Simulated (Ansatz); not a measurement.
An input for Ansatz 0.2.0 (Cs2HgSe2 (Pbam)):

```yaml
crystal:
  lattice:
    - [8.1849, 0.0, 0.0]
    - [0.0, 10.3302, 0.0]
    - [0.0, 0.0, 4.734756]
  atoms:
    - { symbol: Cs, position: [0.3901365405, 0.8329788417, 0.5] }
    - { symbol: Cs, position: [0.6098634595, 0.1670211583, 0.5] }
    - { symbol: Cs, position: [0.8901365405, 0.6670211583, 0.5] }
    - { symbol: Cs, position: [0.1098634595, 0.3329788417, 0.5] }
    - { symbol: Hg, position: [0.5, 0.5, 0.0] }
    - { symbol: Hg, position: [0.0, 0.0, 0.0] }
    - { symbol: Se, position: [0.2263757857, 0.5956459031, 0.0] }
    - { symbol: Se, position: [0.7736242143, 0.4043540969, 0.0] }
    - { symbol: Se, position: [0.7263757857, 0.9043540969, 0.0] }
    - { symbol: Se, position: [0.2736242143, 0.0956459031, 0.0] }
kpoints:
  mp_grid: { grid: [4, 2, 4] }
hamiltonian:
  xc: pbe
  pseudopotentials: { kind: paw, azcp: { folder: soft_1 } }
scf:
  occupations: { method: fermi_dirac, width: 0.02 }
relax:
  f_tol: 0.01
output:
  write_density: true
  write_potential: true
  elf: true
  volumetric_format: npy
```

```sh
ansatz run input.yaml --threads 2 --pin off --max-ram 92160MiB --backend cuda --events-out ev --progress --plain --runs-dir out --devices 1 --max-vram 13GiB
```

Q: Estimate wall time and host memory on 1 × NVIDIA H100 80GB HBM3 (shared by 6 runs) with 2 threads of AMD EPYC 7R13 (Zen 3), shared host.

It took 17 s; on shared hardware allow 8.7 s to 35 s. Peak host memory was 1.3 GiB. The sizes that set the cost: 7795 plane waves a state, 18 irreducible k points and 12 SCF cycles.

[Paths, hosts, dates, memory and timing lines, banners, echoed tables and standing remarks are left out of the program output.]

[Logs are printed without paths, hosts, clocks, repeated set-up lines and the standing remarks that a program may print on its own settings, such as how far it seeks lower states.]

[Runs of the session that timed out or met a known fault of the program may be left out.]

[Cells called generated may have been cut or substituted from an entry of the Crystallography Open Database or the Materials Project.]

[Hosts, paths, dates, database ids (printed as entryN), source tags and the programs' standing remarks are cut or masked in the printed files.]
